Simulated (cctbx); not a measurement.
**Diagnosing a refinement**

Cell a = 8.1150 Å, b = 8.1150 Å, c = 20.1470 Å, α = 90.00°, β = 90.00°, γ = 90.00°; space group P4cc (no. 103). The compound is KAgSnS3.

Simulated single-crystal data (cctbx): Ag Kα, λ = 0.56087 Å, to d = 0.75 Å, 70 % of the full sphere, strongest reflection 5000 counts, noise from counting, a 2 % proportional error and a noise floor of 15 counts (s.d.); no absorption, and some extinction, which the refinements don't model.

An anisotropic refinement with weights 1/σ² prints:

```text
Rint 0.115, 1660 unique reflections to 0.75 A
cycle     R1     wR2    GooF  max shift (A)
   1  0.0453  0.0711   1.119   0.00548
   2  0.0384  0.0597   0.940   0.00048
final R1 0.0383 wR2 0.0597 GooF 0.939  parameters 58  data/parameter 28.6
atom        x        y        z      Ueq    occ   su(xyz)  su(Uiso or U11)
Sn1    0.00000  0.50000  0.08784   0.0126  1.000  0.00008  0.0013
Sn2    0.00000  0.50000  0.91076   0.0132  1.000  0.00008  0.0013
Ag1    0.98867  0.68161  0.75068   0.0140  1.000  0.00013  0.0003
K1     0.50000  0.50000  0.94571   0.0174  1.000  0.00025  0.0014
K2     0.50000  0.50000  0.73762   0.0124  1.000  0.00020  0.0011
K3     0.00000  0.00000  0.09661   0.0157  1.000  0.00059  0.0041
K4     0.00000  0.00000  0.90250   0.0131  1.000  0.00051  0.0043
S1     0.18617  0.33057  0.16016   0.0183  1.000  0.00061  0.0021
S2     0.80694  0.66399  0.84577   0.0122  1.000  0.00057  0.0018
S3     0.15762  0.67238  0.00142   0.0165  1.000  0.00039  0.0012
difference map: max 2.56 min -2.04 rms 0.54
Q1    0.1275  0.2957  0.8348    8    2.69  0.66 A from S2
Q2    0.2482  0.3024  0.3334    8    2.20  1.16 A from S2
Q3    0.4071  0.4614  0.1332    8    2.14  2.15 A from S1
Q4    0.0923  0.3686  0.3413    8    2.11  1.91 A from Sn2
Q5    0.5000  0.5000  0.2666    2    2.10  0.58 A from K2
Q6    0.5000  0.5000  0.1722    2    2.08  1.32 A from K2
```

Q: Accept it or mend it, and why?

It can stand. The set-up had a fault (anomalous dispersion left out), but the figures of merit move little: R1 = 0.0383, wR2 = 0.0597, GooF = 0.94 against R1 = 0.0372, wR2 = 0.0576, GooF = 0.91 for the right model.

The compound is KAgSnS3. The right model at the same level gives:

```text
Rint 0.115, 1660 unique reflections to 0.75 A
cycle     R1     wR2    GooF  max shift (A)
   1  0.0378  0.0583   0.918   0.00460
   3  0.0372  0.0576   0.907   0.00019
final R1 0.0372 wR2 0.0576 GooF 0.907  parameters 58  data/parameter 28.6
atom        x        y        z      Ueq    occ   su(xyz)  su(Uiso or U11)
Sn1    0.00000  0.50000  0.08786   0.0115  1.000  0.00008  0.0012
Sn2    0.00000  0.50000  0.91078   0.0123  1.000  0.00008  0.0012
Ag1    0.98868  0.68162  0.75072   0.0117  1.000  0.00013  0.0003
K1     0.50000  0.50000  0.94583   0.0198  1.000  0.00024  0.0014
K2     0.50000  0.50000  0.73767   0.0157  1.000  0.00021  0.0011
K3     0.00000  0.00000  0.09639   0.0181  1.000  0.00056  0.0037
K4     0.00000  0.00000  0.90237   0.0162  1.000  0.00045  0.0041
S1     0.18618  0.33054  0.15997   0.0207  1.000  0.00059  0.0020
S2     0.80691  0.66396  0.84569   0.0149  1.000  0.00055  0.0017
S3     0.15762  0.67243  0.00121   0.0190  1.000  0.00039  0.0012
Flack x: -0.2(3)
Hooft y: -0.118(242)  Bijvoet pairs: 798
difference map: max 2.14 min -1.94 rms 0.51
Q1    0.1237  0.2931  0.8349    8    2.27  0.70 A from S2
Q2    0.0926  0.3681  0.3418    8    2.08  1.91 A from Sn2
Q3    0.4060  0.4610  0.1333    8    2.03  2.14 A from S1
Q4    0.2490  0.3015  0.3336    8    2.03  1.15 A from S2
Q5    0.5000  0.5000  0.1733    2    1.93  1.30 A from K2
Q6    0.0619  0.1088  0.9527    8    1.88  1.44 A from K4
```

The model was made for the exercise: a known structure type with other elements put in, its volume estimated, not relaxed; displacement parameters are assumed.

[Middle refinement cycles are left out of these outputs.]

[Logs are printed without paths, hosts, clocks, repeated set-up lines and the standing remarks that a program may print on its own settings, such as how far it seeks lower states.]
